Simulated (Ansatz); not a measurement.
# Sc on Pd(111): change of the work function, part 4 of 4

How does one ordered layer of Sc (fcc site) change the work function of Pd(111), and what dipole does each adsorbate carry?

Ansatz 0.2.0; plane-wave DFT, RPBE, Ansatz PAW (the session's first sound run).

So far, work function, upper face (eV): step 2 (the clean slab, RPBE) 5.10; step 5 (the 0.25 ML cell at another level of theory, cutoff 1115.67 eV, functional PBE, PBE norm-conserving) 2.41; step 6 (the 0.25 ML cell at another level of theory, cutoff 420 eV, functional PBEsol) 2.43; step 7 (the 0.25 ML cell at another level of theory, cutoff 1350 eV, functional PBE, PBE JTH) 2.41; step 8 (the 0.25 ML cell at another level of theory, cutoff 420 eV, functional PBE) 2.41.

## 11. A changed input

This step: plane-wave DFT, RPBE, Ansatz PAW, but for the change named below (Ansatz 0.2.0).

System of this step: Pd(111). The cell holds 4 atoms: 4 Pd. Cell: a = 2.751 Å, b = 2.751 Å, c = 24.738 Å, α = 90.0°, β = 90.0°, γ = 60.0°. Vacuum lies along c.

Another changed input: it repeats the earlier run at 0 ML with basis.ecutwfc to 500 eV, hamiltonian.pseudopotentials to kind: paw_fr and magnetization to noncollinear: true, spin_orbit: true.

The input, input.yaml:

```yaml
crystal:
  lattice:
    - [2.7506453788, 0.0, 0.0]
    - [1.3753226894, 2.3821287749, 0.0]
    - [0.0, 0.0, 24.7376776414]
  atoms:
    - { symbol: Pd, position: [0.0, 0.0, 0.3638174986] }
    - { symbol: Pd, position: [0.3333333333, 0.3333333333, 0.4546058329] }
    - { symbol: Pd, position: [0.6666666667, 0.6666666667, 0.5453941671] }
    - { symbol: Pd, position: [0.0, 0.0, 0.6361825014] }
kpoints:
  mp_grid: { grid: [12, 12, 1] }
hamiltonian:
  xc: rpbe
  pseudopotentials: { kind: paw_fr }
scf:
  occupations: { method: fermi_dirac, width: 0.1 }
  convergence: { dr2_threshold: 1.0e-08 }
efield:
  axis: 3
  dipole_correction: true
  ramp_position: 0.97
  ramp_width: 0.06
relax:
  f_tol: 0.02
  max_steps: 60
  constraints: [{ sites: [0, 1] }]
output:
  write_potential: true
  write_density: true
  volumetric_format: npy
basis:
  ecutwfc: "500 eV"
magnetization:
  noncollinear: true
  spin_orbit: true
```

Launch:

```bash
$ ansatz run input.yaml --threads 4 --pin off --max-ram 6144MiB --backend cpu --events-out ev --progress --plain --runs-dir out
```

Numbers of over 12 decimals in the logs are rounded to 6 here.

Output:

```text
[...]
non-collinear run that drives no moment, with spin-orbit: no starting moment large enough to seed its density (crystal.atoms[].spin), no starting occupations that ask for one, no magnetisation constraint and no magnetic field, so the semilocal B_xc is pinned to zero
Crystal: 4 atoms, lattice volume = 162.091 Å³
Basis set: ecut = 500 eV, 3991 PW (Γ), exchange–correlation on 48×48×384 points (8 copies of the dense FFT grid, shifted against one another)
Bands: 88, of which v1, the nominal top of the filled ones, is band 72 counted from 1 (71 counted from 0)
Symmetry: 6 space group operations + 6 with time reversal
k-points: 19 of 144 (time reversal used)
Projection manifold: j_resolved (fully-relativistic pseudo-atomic orbitals)
[...]
SCF iter   1: F=—  HF=-27932.981882 eV  |F-HF|=—  |Δ(HF+E_count)|=         —  Δρ=9.13e-2  dr2=1.65e1  dr2_m=0.00e0 (ungated)  ethr=3.10e-3  |M|=0.00e0 ∫|m|=0.00e0 μB  |m|>n=0.0e0 m-floor=0.0e0 τ_xc=0.0e0  β_m=1.00  p=0.000 e·Å  D=3.58e-13 V/Å  ΔV_dip=-0.00 eV  dr2_dipole=8.74e-6  V_vac-E_F(+/−)=2.54/2.54 eV  ⟨swp⟩=11.9  Hψ=10561  notcnv=0  defer=28
[...]
spin=Noncollinear: LDOS preconditioning applied to the charge; magnetization (m_x, m_y, m_z) channels mix plain (no charge-response kernel on spin).
SCF iter   2: F=—  HF=-27934.424697 eV  |F-HF|=—  |Δ(HF+E_count)|=    1.44e0  Δρ=1.09e-1  dr2=1.76e1  dr2_m=0.00e0 (ungated)  ethr=3.10e-3  |M|=0.00e0 ∫|m|=0.00e0 μB  |m|>n=0.0e0 m-floor=0.0e0 τ_xc=0.0e0  β_m=0.60  p=-0.000 e·Å  D=-5.03e-5 V/Å  ΔV_dip=0.00 eV  dr2_dipole=1.24e-5  V_vac-E_F(+/−)=4.74/4.73 eV  ⟨swp⟩=3.8  Hψ=4580  notcnv=0  defer=72
[...]
SCF iter  12: F=-27929.698923 eV  HF=-27929.698923 eV  |F-HF|=1.88e-9  |Δ(HF+E_count)|=   2.59e-8  Δρ=4.66e-7  dr2=7.25e-10  dr2_m=0.00e0 (ungated)  ethr=1.39e-11  |M|=0.00e0 ∫|m|=0.00e0 μB  |m|>n=0.0e0 m-floor=0.0e0 τ_xc=0.0e0  p=0.000 e·Å  D=2.90e-8 V/Å  ΔV_dip=-0.00 eV  dr2_dipole=2.61e-15  V_vac-E_F(+/−)=5.04/5.04 eV  ⟨swp⟩=8.1  Hψ=9798  notcnv=0
SCF 1 converged in 12 iterations: F = -27929.698923 eV  dr2 = 7.25e-10
[...]
relax step   1: F+E_penalty+E_count = -27929.69892260 eV  Δ(F+E_penalty+E_count) = +0.000e0 eV  max|allowed force component| = 5.125e-1 eV/Å  Δτ_max = 0.0000 Å  (12 SCF iters, accepted)
Projection manifold: j_resolved (fully-relativistic pseudo-atomic orbitals)
[...]
SCF iter  11: F=-27929.741737 eV  HF=-27929.741737 eV  |F-HF|=1.25e-9  |Δ(HF+E_count)|=   1.65e-8  Δρ=1.08e-6  dr2=5.49e-9  dr2_m=0.00e0 (ungated)  ethr=1.39e-11  |M|=0.00e0 ∫|m|=0.00e0 μB  |m|>n=0.0e0 m-floor=0.0e0 τ_xc=0.0e0  p=-0.001 e·Å  D=-1.53e-3 V/Å  ΔV_dip=0.04 eV  dr2_dipole=3.88e-10  V_vac-E_F(+/−)=5.09/5.05 eV  ⟨swp⟩=8.7  Hψ=9988  notcnv=0
SCF 2 converged in 11 iterations: F = -27929.741737 eV  dr2 = 5.49e-9
relax step   2: F+E_penalty+E_count = -27929.74173693 eV  Δ(F+E_penalty+E_count) = -4.281e-2 eV  max|allowed force component| = 1.080e-1 eV/Å  Δτ_max = 0.1928 Å  (11 SCF iters, accepted)
Projection manifold: j_resolved (fully-relativistic pseudo-atomic orbitals)
SCF iter   1: F=—  HF=-27929.742487 eV  |F-HF|=—  |Δ(HF+E_count)|=         —  Δρ=8.32e-4  dr2=3.42e-3  dr2_m=0.00e0 (ungated)  ethr=1.35e-5  |M|=0.00e0 ∫|m|=0.00e0 μB  |m|>n=0.0e0 m-floor=0.0e0 τ_xc=0.0e0  β_m=1.00  p=-0.001 e·Å  D=-1.53e-3 V/Å  ΔV_dip=0.04 eV  dr2_dipole=9.44e-4  V_vac-E_F(+/−)=5.09/5.05 eV  ⟨swp⟩=2.6  Hψ=3548  notcnv=0  defer=112
[...]
SCF iter   9: F=-27929.742454 eV  HF=-27929.742454 eV  |F-HF|=9.02e-10  |Δ(HF+E_count)|=   1.19e-8  Δρ=8.60e-7  dr2=2.66e-9  dr2_m=0.00e0 (ungated)  ethr=1.39e-11  |M|=0.00e0 ∫|m|=0.00e0 μB  |m|>n=0.0e0 m-floor=0.0e0 τ_xc=0.0e0  p=-0.001 e·Å  D=-1.32e-3 V/Å  ΔV_dip=0.03 eV  dr2_dipole=8.42e-12  V_vac-E_F(+/−)=5.08/5.05 eV  ⟨swp⟩=8.6  Hψ=9851  notcnv=0
SCF 3 converged in 9 iterations: F = -27929.742454 eV  dr2 = 2.66e-9
relax step   3: F+E_penalty+E_count = -27929.74245375 eV  Δ(F+E_penalty+E_count) = -7.168e-4 eV  max|allowed force component| = 3.474e-3 eV/Å  Δτ_max = 0.0133 Å  (9 SCF iters, accepted)
[...]
SCF converged after 9 iterations
Magnetization: |M| = 0.0000 μB,  M = (+0.0000, +0.0000, +0.0000) μB
Absolute magnetization: 0.0000 μB (∫|m|)
  site 0: m = (+0.0000, +0.0000, +0.0000) μB, |m| = 0.0000 μB  (R = 1.13 Å)
  site 1: m = (+0.0000, +0.0000, +0.0000) μB, |m| = 0.0000 μB  (R = 1.13 Å)
  site 2: m = (+0.0000, +0.0000, +0.0000) μB, |m| = 0.0000 μB  (R = 1.13 Å)
  site 3: m = (+0.0000, +0.0000, +0.0000) μB, |m| = 0.0000 μB  (R = 1.13 Å)
Free energy (F): -27929.742454 eV
[...]
Internal energy: -27929.471455 eV  (E = F + TS)
E sigma→0 (E₀):  -27929.606954 eV
Entropy (-TS):   -0.270999 eV (-67.750 meV/atom)
Fermi energy:    4.027661 eV
Dipole field:    D = -0.001319 V/Å  (p = -0.001182 e·Å, saw-weighted, corrected)
Work function:   Φ+ = 5.0836 eV   Φ− = 5.0510 eV
[...]
--- Forces (eV/Å), atoms counted from 1 ---
  atom   1  Pd    -0.00000000    -0.00000000    -0.50501654
  atom   2  Pd     0.00000000    -0.00000000     0.50478075
  atom   3  Pd     0.00000000     0.00000000    -0.00323606
  atom   4  Pd     0.00000000     0.00000000     0.00347377
  max |Σ_I F_I| component: 1.92e-6 eV/Å
--- Band table (eV; the first three rows and the last of 19) ---
  k-point 0: bands = [... 68 lower, 3.2452, 3.2452, 3.5459, 3.5459, 3.7477, 3.7477, 3.7886, 3.7886, ... 12 higher]
  k-point 1: bands = [... 68 lower, 3.1437, 3.1482, 3.2977, 3.3119, 3.6268, 3.6362, 3.7089, 3.7100, ... 12 higher]
  k-point 2: bands = [... 68 lower, 3.0962, 3.1064, 3.1212, 3.1283, 3.6273, 3.6301, 3.9209, 3.9210, ... 12 higher]
  k-point 18: bands = [... 68 lower, 3.7449, 3.7617, 3.7654, 3.7826, 10.3865, 10.3895, 10.5562, 10.5720, ... 12 higher]
--- Relaxed structure (3 steps of the walk, 3 accepted, 0 SCFs on fresh bases) ---
  F+E_penalty+E_count = -27929.74245375 eV   max|allowed force component| = 3.474e-3 eV/Å
  atoms:
    - { symbol: Pd, position: [0.0, 0.0, 0.3638174986] }
    - { symbol: Pd, position: [0.333333, 0.333333, 0.454606] }
    - { symbol: Pd, position: [0.666667, 0.666667, 0.549139] }
    - { symbol: Pd, position: [0, 0, 0.643945] }
```

It took 34 s on 4 threads of Intel Xeon Platinum 8559C (Emerald Rapids), shared host; peak memory 1.7 GiB; 2.3 min of CPU time.

Relaxation path:

```tsv
step	energy less that of the first step (eV)	largest force component (eV/Å)
1	0.0000	0.5125
2	-0.0428	0.1080
3	-0.0435	0.0035
```

Forces are held to the 6 operations that the run works with; a distortion that breaks them can't arise in this run.

The atoms that moved most (Å):

```tsv
atom	dx	dy	dz	length
Pd4	0.000	0.000	0.192	0.192
Pd3	0.000	0.000	0.093	0.093
```

Final coordinates:

```
Pd
1.0
     2.75065    0.00000    0.00000
     1.37532    2.38213    0.00000
     0.00000    0.00000   24.73768
Pd
4
Direct
  0.00000 0.00000 0.36382
  0.33333 0.33333 0.45461
  0.66667 0.66667 0.54914
  0.00000 0.00000 0.64395
```

This step gave:

```yaml
energy_at_zero_smearing: -27929.6070 eV
work_function_upper_face: 5.084 eV
work_function_lower_face: 5.051 eV
dipole_along_the_normal: -0.001182 e·Å
step_between_the_vacuum_levels: 0.03264 eV
```

```tsv
quantity	this run	earlier run	difference
work function, upper face (eV)	5.084	5.096	-0.012
work function, lower face (eV)	5.051	5.062	-0.011
dipole along the normal (e·Å)	-0.001182	-0.001213	3.2e-5
```

What moves beyond 0.01 in its unit (for the dipole 0.5 % and 5e-5 e·Å): work function, upper face (-0.0119 eV) and work function, lower face (-0.0111 eV).

## 12. Summary of results

| Property | Result |
| --- | --- |
| work function of the clean face | 5.10 eV |
| work function at 0.25 ML | 2.27 eV |
| dipole per adsorbate at 0.25 ML, positive end outwards | 1.95 D |

What this shows: Sc lowers the work function of Pd(111) at the lowest coverage, by 2.82 eV: the adsorbate layer has its positive end outwards. One coverage alone was completed, so no trend follows. The slab has 4 layers, at the tabulated experimental lattice constant, one starting site was run, and quantum-size effects of a slab this thin can reach one or two tenths of an eV. The main runs have no spin polarisation; a magnetic state could lie lower and would change these results. Spin-orbit coupling enters in a check alone.

[Logs are printed without paths, hosts, clocks, repeated set-up lines and the standing remarks that a program may print on its own settings, such as how far it seeks lower states.]

[Hosts, paths, dates, database ids (printed as entryN), source tags and the programs' standing remarks are cut or masked in the printed files.]

[Maps of the electrostatic potential energy from Ansatz leave out the sawtooth potential of an applied field or a dipole correction, so their vacuum need not be flat; planar profiles and work functions include it.]
